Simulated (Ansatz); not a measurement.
## How many bands does the GW gap of MoS2 (layered bulk) (P6_3/mmc) need?

Wanted: a G0W0 gap for MoS2 (layered bulk) (P6_3/mmc) that is converged in bands and cutoff, or an estimate of the limit.

Program: Ansatz 0.2.0. Level of theory: G0W0 on PBEsol, plane waves, PAW; PAW set soft_1. Results are calculated unless marked as measured.

## (1) Starting point

Symmetry: P6_3/mmc, No. 194, hexagonal system. The conventional cell has a = 3.109 Å, b = 3.109 Å, c = 11.711 Å, α = 90.00°, β = 90.00°, γ = 120.00°. Nearest to Mo lie 6 S at 2.38 Å. S has 3 Mo at 2.38 Å nearest. Farther neighbours and most contacts between anions are not listed.

The structure was relaxed with PBEsol-D3(BJ). The runs that relaxed it are not among those shown.

## (2) 103 empty bands, screening to 60 eV

G0W0 replaces the xc potential by the self-energy, built once from these orbitals. Only a window of levels is corrected, while the sums run over the empty bands that the input names. This step takes PAW set soft_1 files.

input.yaml reads:

```yaml
crystal:
  lattice:
    - [3.1090582659, 0.0, 0.0]
    - [-1.5545291329, 2.6925234401, 0.0]
    - [0.0, 0.0, 11.7111663891]
  atoms:
    - { symbol: Mo, position: [0.3333333333, 0.6666666667, 0.25] }
    - { symbol: S, position: [0.6666666667, 0.3333333333, 0.3834849812] }
    - { symbol: S, position: [0.6666666667, 0.3333333333, 0.1165150188] }
    - { symbol: Mo, position: [0.6666666667, 0.3333333333, 0.75] }
    - { symbol: S, position: [0.3333333333, 0.6666666667, 0.8834849812] }
    - { symbol: S, position: [0.3333333333, 0.6666666667, 0.6165150188] }
kpoints:
  mp_grid: { grid: [9, 9, 2] }
hamiltonian:
  xc: pbesol
  pseudopotentials: { kind: paw, azcp: { folder: soft_1 }, xc_functional: pbe }
scf:
  occupations: { method: fixed }
gw:
  n_empty_bands: 103
  ecut_chi: 60
  qp_bands: [v2, c2]
  qp_kpoints: band_edges
  screening: { model: contour_deformation }
```

Started as:

```console
$ ansatz run input.yaml --threads 3 --pin off --max-ram 92160MiB --backend cuda --events-out ev --progress --plain --runs-dir out --devices 1 --max-vram 13GiB
```

Numbers of over 12 decimals in the logs are rounded to 6 here.

What it wrote:

```text
GPUs: using 1 of 1 available (devices: 1).
Engine: ansatz 0.2.0, x86_64-unknown-linux-gnu
Pseudopotentials: kind: paw
Pseudopotential: Mo, paw, valence charge 14, recommended cutoff 420 eV (normal), soft_1/Mo.paw.azcp
Pseudopotential: S, paw, valence charge 6, recommended cutoff 420 eV (normal), soft_1/S.paw.azcp
Functional definition: PBEsol
  exchange = pbesol_x
  correlation = pbesol_c
device memory: the entry about to start is reckoned to put 1.2 GiB on a device that reports 18.1 GiB free (of which the cap on the GPU budget leaves the run 13.0 GiB)
GPU FFT provider: cuFFT
GPU libraries: cuBLAS 13.8.2, cuFFT 12.4.0, cuSOLVER 12.3.4
Crystal: 6 atoms, lattice volume = 98.037 Å³
Basis set: ecut = 420 eV, 1887 PW (Γ)
Bands: 32, of which v1, the nominal top of the filled ones, is band 26 counted from 1 (25 counted from 0)
Symmetry: 24 space group operations
Space group: P63/mmc (ITA 194), of the structure as read, at distance tolerance 4.6e-5 Å
k-points: 24 of 162
Non-local potential: Mo, projectors of the file, l = 0: 3, l = 1: 2, l = 2: 2, l = 3: 1
Non-local potential: S, projectors of the file, l = 0: 2, l = 1: 2, l = 2: 1
PAW form: soft (Blöchl's): semilocal exchange-correlation on the pseudo side does not see the compensation charge
PAW frozen core: Mo, regenerated for the run's functional, and the local potential with it (the file was generated under x = pbe(κ = 0.804, μ = 0.219515), c = pbe(β = 0.066725))
PAW frozen core: S, regenerated for the run's functional, and the local potential with it (the file was generated under x = pbe(κ = 0.804, μ = 0.219515), c = pbe(β = 0.066725))
PAW one-centre angular grid: Mo, 590 points (default); XC on 64 Gauss nodes
PAW one-centre angular grid: S, 110 points (default); XC on 64 Gauss nodes
Initial density: superposition of atomic densities (chi_scale 0.1, normalization cell, long waves kept (reshape's long-wave potential 0.06 eV rms))
Initial wavefunctions: pseudopotential atomic-orbital guess
GPU buffer pool allocated for 46080 grid points (all kernels)
GPU transforms: local potential and band sums: pruned to the plane-wave sphere, on 24×24×80
Functional: x = pbesol(κ = 0.804, μ = 0.123457), c = pbesol(β = 0.046)
SCF iter   1: F=—  HF=-13341.933250 eV  |F-HF|=—  |Δ(HF+E_count)|=         —  Δρ=6.14e-2  dr2=4.73e0  ethr=3.10e-3  ⟨swp⟩=5.1  Hψ=3477  notcnv=0  defer=35
preconditioner: auto → Resta (q_TF=auto, 2.455 Å⁻¹)  ε∞=8.2  [insulator: Δε(μ)=0.505 eV  Ē_g=8.380 eV  n_scr=26 (ndim 8)  ℏωp=22.5 eV  f_vac=0.000  ε∞_Penn≈8.2]
SCF iter   2: F=—  HF=-13340.732100 eV  |F-HF|=—  |Δ(HF+E_count)|=    1.20e0  Δρ=2.81e-2  dr2=1.71e0  ethr=3.10e-3  ⟨swp⟩=3.3  Hψ=1608  notcnv=0  defer=49
SCF iter   3: F=—  HF=-13340.368710 eV  |F-HF|=—  |Δ(HF+E_count)|=   3.63e-1  Δρ=1.38e-2  dr2=2.20e-1  ethr=3.10e-3  ⟨swp⟩=2.3  Hψ=1124  notcnv=0  defer=85
SCF iter   4: F=—  HF=-13340.307253 eV  |F-HF|=—  |Δ(HF+E_count)|=   6.15e-2  Δρ=3.20e-3  dr2=1.54e-2  ethr=4.23e-4  ⟨swp⟩=2.6  Hψ=1378  notcnv=0  defer=91
SCF iter   5: F=—  HF=-13340.306812 eV  |F-HF|=—  |Δ(HF+E_count)|=   4.41e-4  Δρ=7.61e-4  dr2=8.42e-4  ethr=2.97e-5  ⟨swp⟩=2.5  Hψ=1126  notcnv=0  defer=94
SCF iter   6: F=—  HF=-13340.307112 eV  |F-HF|=—  |Δ(HF+E_count)|=   3.00e-4  Δρ=2.55e-4  dr2=6.46e-5  ethr=1.62e-6  ⟨swp⟩=2.6  Hψ=1585  notcnv=0  defer=94
SCF iter   7: F=—  HF=-13340.307114 eV  |F-HF|=—  |Δ(HF+E_count)|=   2.47e-6  Δρ=3.88e-5  dr2=1.71e-6  ethr=1.24e-7  ⟨swp⟩=2.0  Hψ=1106  notcnv=0  defer=87
SCF iter   8: F=-13340.307116 eV  HF=-13340.307116 eV  |F-HF|=1.31e-8  |Δ(HF+E_count)|=   1.92e-6  Δρ=9.52e-6  dr2=9.78e-8  ethr=1.92e-10  ⟨swp⟩=6.2  Hψ=4142  notcnv=0
SCF 1 converged in 8 iterations: F = -13340.307116 eV  dr2 = 9.78e-8
  greatest PAW one-centre occupation: 0.999 electrons in one spin orbital (limit 2), on the Mo atom at site 3 (counted from 0), in its partial waves of l = 0
device memory: the entry about to start is reckoned to put 1.2 GiB (of the 1.3 GiB reckoned in all, the device holds 0.1 GiB already) on a device that reports 18.0 GiB free (of which the cap on the GPU budget leaves the run 12.9 GiB)
NSCF: frozen V_eff on 24 k-points, pencils in batches of 32, up to order 128
the band table was solved once the SCF had ended and its energy, with any forces and stress, was formed, with the checks that follow a solve (3165 applications of the Hamiltonian). They found nothing against the state; the energy, forces and stress were not computed again (output.eigenvalues in the input reference)
device memory: the entry about to start is reckoned to put 3.9 GiB on a device that reports 29.5 GiB free (of which the cap on the GPU budget leaves the run 13.0 GiB)
NSCF: frozen V_eff on 24 k-points
G₀W₀ screening: q 1/24
[... further progress lines ...]
device memory: the entry about to start is reckoned to put 0.5 GiB on a device that reports 40.8 GiB free (of which the cap on the GPU budget leaves the run 13.0 GiB)
NSCF: frozen V_eff on 1 k-points
device memory: the entry about to start is reckoned to put 0.5 GiB on a device that reports 40.8 GiB free (of which the cap on the GPU budget leaves the run 13.0 GiB)
NSCF: frozen V_eff on 1 k-points
SCF converged after 8 iterations
Free energy (F): -13340.307116 eV
Harris-Foulkes:  -13340.307116 eV  (|F-HF|=1.31e-8)
Internal energy: -13340.307116 eV  (E = F + TS)
E sigma→0 (E₀):  -13340.307116 eV
Fermi energy:    12.487584 eV
--- Per-component energies (eV) ---
  E_band       = -242.613527
  E_kinetic    = 1274.540865
  E_local      = -3502.073563  (includes V_loc(G=0)·N_el)
  E_nonlocal   = 438.683095
  E_hartree    = 1340.045406
  E_xc         = -706.195762
  E_vxc        = -773.772203  (∫ρ·V_xc dr)
  E_paw        = -8677.560698  (= ΣΔE_a)
  E_vpaw       = -360.090405  (= ΣTr[D̂ρ^β])
  E_aug_tail   = 0.000081  (compensation charges beyond the density's cutoff)
  E_ewald      = -3508.412938
  E_core_change = 0.666397  (= ΣΔE_core)
  E_smearing   = -0.000000  (= −TS)
  E_closure    = 0.000000  (closes the sum)
  Σ components = -13340.307116   (vs F -13340.307116, Δ=0.00e0)
--- Band table (eV; the first three rows and the last of 24) ---
  k-point 0: bands = [... 22 lower, 10.2263, 10.8889, 11.5242, 12.4876, 14.5216, 14.5216, 14.5705, 14.5705, ... 2 higher]
  k-point 1: bands = [... 22 lower, 10.1803, 10.1803, 12.2274, 12.2274, 14.5181, 14.5181, 14.5181, 14.5181, ... 2 higher]
  k-point 2: bands = [... 22 lower, 10.2841, 10.9336, 11.5599, 11.9998, 14.3352, 14.3451, 14.3833, 14.4688, ... 2 higher]
  k-point 23: bands = [... 22 lower, 9.3198, 9.3198, 11.5587, 11.5587, 13.5356, 13.5356, 14.4728, 14.4728, ... 2 higher]
--- G₀W₀: contour deformation, 7 samples at zero and on the imaginary axis and 1 off it, 162 q-points, 103 empty bands' worth ---
  eigenvalues of the whole cell's RPA ε∞ on this k-mesh (on a slab, of 1 + 4πα/V) = 8.6748, 16.0819, 16.0819; static W/v taken at q = 0 is 0.075563
  bands read: the sum over 129 bands ends inside a degenerate multiplet in 12 slots, whose members it reads at an even weight; the widest, k=1: bands 129 to 130 (counted from 1) at 1/2 each
  gw.qp_kpoints: band_edges: 16 of 24 stored k-points solved, in 1 pass; an edge of the gap read off the rows below is read off those points alone
    valence top: of the k-points left out ik 16 came nearest to being solved in a further pass, in band 26 (counted from 1, as in the quasiparticle table): it holds the edge there only if its correction is more favourable than any solved in that band by at least 1.101 eV; those differ by 0.431 eV
    conduction bottom: of the k-points left out ik 19 came nearest to being solved in a further pass, in band 27 (counted from 1, as in the quasiparticle table): it holds the edge there only if its correction is more favourable than any solved in that band by at least 0.500 eV; those differ by 0.292 eV
    ik  band        ε_KS         Σx   Σc(E_QP)       V_xc       Z   E_QP_lin       E_QP  E_QP is
     0    25     11.5242   -18.6424     2.2295   -16.5369  0.7642    11.6482    11.6484  root
     0    26     12.4876   -19.7167     0.8875   -19.3384  0.7571    12.9952    12.9968  root
     0    27     14.5216   -13.8526    -3.8730   -18.5970  0.7550    15.4074    15.3928  root
     0    28     14.5216   -13.8526    -3.8730   -18.5970  0.7550    15.4074    15.3928  root
     1    25     12.2274   -19.4407     1.2141   -18.6561  0.7589    12.6555    12.6570  root
     1    26     12.2274   -19.4407     1.2141   -18.6561  0.7589    12.6555    12.6570  root
     1    27     14.5181   -13.7702    -3.8475   -18.4734  0.7545    15.3880    15.3737  root
     1    28     14.5181   -13.7702    -3.8475   -18.4734  0.7545    15.3880    15.3737  root
     2    25     11.5599   -18.6927     2.2168   -16.6052  0.7643    11.6890    11.6893  root
     2    26     11.9998   -19.4383     1.1174   -18.7888  0.7564    12.4660    12.4678  root
     2    27     14.3352   -13.9093    -3.7839   -18.4846  0.7477    15.1403    15.1265  root
     2    28     14.3451   -13.7974    -3.9579   -18.6472  0.7598    15.2513    15.2369  root
     3    25     11.9015   -19.3545     1.3726   -18.3857  0.7576    12.3039    12.3054  root
     3    26     11.9015   -19.3545     1.3726   -18.3857  0.7576    12.3039    12.3054  root
     3    27     14.3619   -13.8823    -3.9240   -18.6756  0.7562    15.2458    15.2311  root
     3    28     14.3619   -13.8823    -3.9240   -18.6756  0.7562    15.2458    15.2311  root
     4    25     10.9592   -18.7959     2.3525   -16.5710  0.7567    11.0865    11.0868  root
     4    26     10.9738   -19.2947     1.5733   -18.1513  0.7481    11.4013    11.4037  root
     4    27     13.5536   -13.7971    -3.6246   -18.2315  0.7596    14.3735    14.3634  root
     4    28     13.9733   -14.3213    -3.6418   -18.7983  0.7513    14.8215    14.8084  root
     6    25     10.4682   -19.6944     2.2873   -17.6939  0.7514    10.7538    10.7550  root
     6    26     10.6999   -19.1885     1.7305   -17.8660  0.7475    11.1054    11.1080  root
     6    27     13.6763   -14.3606    -3.8709   -19.1202  0.7549    14.5789    14.5649  root
     6    28     13.8491   -15.3705    -3.8998   -20.2239  0.7481    14.8202    14.8027  root
[...]
22    25     11.4385   -18.8996     0.9378   -18.4762  0.7553    11.9506    11.9530  root
    22    26     11.7379   -19.4805     0.8389   -19.2055  0.7556    12.2994    12.3018  root
    22    27     13.5312   -16.2024    -3.5261   -20.7101  0.7526    14.5280    14.5127  root
    22    28     13.5312   -16.2024    -3.5261   -20.7101  0.7526    14.5280    14.5127  root
    23    25     11.5587   -19.0606     0.8737   -18.7213  0.7557    12.0907    12.0931  root
    23    26     11.5587   -19.0606     0.8737   -18.7213  0.7557    12.0907    12.0931  root
    23    27     13.5356   -16.1886    -3.5241   -20.6929  0.7527    14.5310    14.5158  root
    23    28     13.5356   -16.1886    -3.5241   -20.6929  0.7527    14.5310    14.5158  root
```

Elapsed: 33 s, on 1 × NVIDIA H100 80GB HBM3 (shared by 6 runs) with 3 threads of AMD EPYC 7R13 (Zen 3), shared host; peak memory 1.2 GiB; 55 s of CPU time.

Numbers from this step:

- bands summed: 129
- RPA ε∞ on this mesh (eigenvalues): 8.675, 16.08, 16.08
- plane waves in the screening matrix: 81
- q-points in the mesh: 162
- G0W0 gap on the mesh: 0.9368 eV
- k of the valence top: 0, 0, 0
- k of the conduction bottom: 0.1111, 0.2222, 0
- starting gap on the mesh: 0.6432 eV
- Z at the valence top: 0.7571
- Z at the conduction bottom: 0.7642
- least direct G0W0 gap on the computed points: 2.211 eV

The gap on the mesh goes from 0.64 eV to 0.94 eV, a correction of +0.29 eV. Between the two edge states, bare exchange in place of the xc potential would open the gap by 4.63 eV, and correlation takes back 4.34 eV.

## (3) 408 empty bands, screening to 150 eV

Bands and screening cutoff are moved together, since each hides the error of the other.

Edit input.yaml of step 2 so:

```diff
@@ -20,4 +20,4 @@
 gw:
-  n_empty_bands: 103
-  ecut_chi: 60
+  n_empty_bands: 408
+  ecut_chi: 150.0
   qp_bands: [v2, c2]
```

What it wrote:

```text
GPUs: using 1 of 1 available (devices: 1).
[...]
GPU FFT provider: cuFFT
GPU libraries: cuBLAS 13.8.2, cuFFT 12.4.0, cuSOLVER 12.3.4
Crystal: 6 atoms, lattice volume = 98.037 Å³
Basis set: ecut = 420 eV, 1887 PW (Γ)
Bands: 32, of which v1, the nominal top of the filled ones, is band 26 counted from 1 (25 counted from 0)
[... 1 set-up line as in the run before ...]
[...]
k-points: 24 of 162
[...]
GPU buffer pool allocated for 46080 grid points (all kernels)
[...]
SCF iter   1: F=—  HF=-13341.933250 eV  |F-HF|=—  |Δ(HF+E_count)|=         —  Δρ=6.14e-2  dr2=4.73e0  ethr=3.10e-3  ⟨swp⟩=5.1  Hψ=3477  notcnv=0  defer=35
[...]
SCF iter   8: F=-13340.307116 eV  HF=-13340.307116 eV  |F-HF|=1.31e-8  |Δ(HF+E_count)|=   1.92e-6  Δρ=9.52e-6  dr2=9.78e-8  ethr=1.92e-10  ⟨swp⟩=6.2  Hψ=4142  notcnv=0
SCF 1 converged in 8 iterations: F = -13340.307116 eV  dr2 = 9.78e-8
[...]
NSCF: frozen V_eff on 24 k-points, pencils in batches of 32, up to order 128
[...]
NSCF: frozen V_eff on 24 k-points
G₀W₀ screening: q 1/24
[... further progress lines ...]
[...]
SCF converged after 8 iterations
Free energy (F): -13340.307116 eV
[...]
Internal energy: -13340.307116 eV  (E = F + TS)
E sigma→0 (E₀):  -13340.307116 eV
Fermi energy:    12.487584 eV
[...]
--- Band table (eV; the first three rows and the last of 24) ---
  k-point 0: bands = [... 22 lower, 10.2263, 10.8889, 11.5242, 12.4876, 14.5216, 14.5216, 14.5705, 14.5705, ... 2 higher]
  k-point 1: bands = [... 22 lower, 10.1803, 10.1803, 12.2274, 12.2274, 14.5181, 14.5181, 14.5181, 14.5181, ... 2 higher]
  k-point 2: bands = [... 22 lower, 10.2841, 10.9336, 11.5599, 11.9998, 14.3352, 14.3451, 14.3833, 14.4688, ... 2 higher]
  k-point 23: bands = [... 22 lower, 9.3198, 9.3198, 11.5587, 11.5587, 13.5356, 13.5356, 14.4728, 14.4728, ... 2 higher]
[...]
0    25     11.5242   -18.6424     1.6742   -16.5369  0.7569    11.0904    11.0930  root
     0    26     12.4876   -19.7167     0.3234   -19.3384  0.7475    12.4327    12.4327  root
     0    27     14.5216   -13.8526    -4.3993   -18.5970  0.7474    14.8686    14.8666  root
     0    28     14.5216   -13.8526    -4.3993   -18.5970  0.7474    14.8686    14.8666  root
     1    25     12.2274   -19.4407     0.6582   -18.6561  0.7499    12.1010    12.1012  root
     1    26     12.2274   -19.4407     0.6582   -18.6561  0.7499    12.1010    12.1012  root
     1    27     14.5181   -13.7702    -4.3737   -18.4734  0.7468    14.8495    14.8476  root
     1    28     14.5181   -13.7702    -4.3737   -18.4734  0.7468    14.8495    14.8476  root
[...]
23    25     11.5587   -19.0606     0.3837   -18.7213  0.7482    11.6031    11.6031  root
    23    26     11.5587   -19.0606     0.3837   -18.7213  0.7482    11.6031    11.6031  root
    23    27     13.5356   -16.1886    -4.0524   -20.6929  0.7426    13.9904    13.9875  root
    23    28     13.5356   -16.1886    -4.0524   -20.6929  0.7426    13.9904    13.9875  root
```

Wall time 87 s (1 × NVIDIA H100 80GB HBM3 (shared by 6 runs) with 3 threads); peak memory 2.1 GiB; 2.6 min of CPU time.

This step gave:

```yaml
bands_summed: 434
rpa_eps_infinity_on_this_mesh_eigenvalues: 8.595, 15.49, 15.49
plane_waves_in_the_screening_matrix: 401
q_points_in_the_mesh: 162
g0w0_gap_on_the_mesh: 1.035 eV
k_of_the_valence_top: 0, 0, 0
k_of_the_conduction_bottom: 0.1111, 0.2222, 0
starting_gap_on_the_mesh: 0.6432 eV
z_at_the_valence_top: 0.7475
z_at_the_conduction_bottom: 0.7563
least_direct_g0w0_gap_on_the_computed_points: 2.197 eV
```

Against the run with 9×9×2 mesh, 103 empty bands, screening to 60 eV, PAW set soft_1 files, the gap moves by +0.10 eV.

## (4) The runs together

Times are wall times on 1 × NVIDIA H100 80GB HBM3 (shared by 6 runs) with 3 threads of AMD EPYC 7R13 (Zen 3), shared host, good to a factor of about two.

```
 mesh           files            frequency  bands summed  cutoff (eV)  start (eV)  G0W0 (eV)  time  host memory (GiB)
9×9×2  PAW set soft_1  contour deformation           129           60       0.643      0.937  33 s                1.2
9×9×2  PAW set soft_1  contour deformation           434          150       0.643      1.035  87 s                2.1
```

The parts of the quasiparticle energy at the two band edges (eV; QP = start + Σx + Σc − Vxc):

| run | edge | start | Σx | Σc | Vxc | Z | QP |
| --- | --- | --- | --- | --- | --- | --- | --- |
| 129 bands | valence top | 12.49 | -19.72 | 0.89 | -19.34 | 0.76 | 13.00 |
| 129 bands | conduction bottom | 13.13 | -13.69 | -3.45 | -17.94 | 0.76 | 13.93 |
| 434 bands | valence top | 12.49 | -19.72 | 0.32 | -19.34 | 0.75 | 12.43 |
| 434 bands | conduction bottom | 13.13 | -13.69 | -3.92 | -17.94 | 0.76 | 13.47 |

## (5) What came out

| Quantity | Value |
| --- | --- |
| 129 bands, 60 eV | 0.937 eV |
| 434 bands, 150 eV | 1.035 eV |
| estimated limit in bands and cutoff | 1.08 eV |
| mesh and start | 9×9×2, PBEsol |

A line in one over the bands through the two rungs gives 1.08 eV, +0.04 eV from the top rung; with two points alone it is an unchecked estimate. The rungs stand 0.14 eV (129 bands) and 0.04 eV (434 bands) from it. From 129 to 434 bands the gap moves by +0.10 eV while the time grows 2.7-fold. Σc changes by −0.56 eV at the valence top and −0.47 eV at the conduction bottom, so the levels themselves move more than the gap between them. The 9×9×2 mesh misses a band edge: over a band path and its finer mesh (run apart) the PBEsol gap is 0.55 eV, so the G0W0 gap over the zone may lie about 0.10 eV below its value on the mesh. The 9×9×2 mesh is coarse for this cell (its supercell is 23 Å along the shortest edge). The RPA ε∞ on it, from the PBEsol start, is 8.60 and 15.49; such meshes misread the long-range screening, most where the gap is narrow. The many-body steps are scalar-relativistic: spin-orbit coupling is not in them.

[Paths, hosts, dates, memory and timing lines, banners, echoed tables and standing remarks are left out of the program output.]

[Logs are printed without paths, hosts, clocks, repeated set-up lines and the standing remarks that a program may print on its own settings, such as how far it seeks lower states.]

[Runs of the session that timed out or met a known fault of the program may be left out.]

[Cells called generated may have been cut or substituted from an entry of the Crystallography Open Database or the Materials Project.]

[Hosts, paths, dates, database ids (printed as entryN), source tags and the programs' standing remarks are cut or masked in the printed files.]
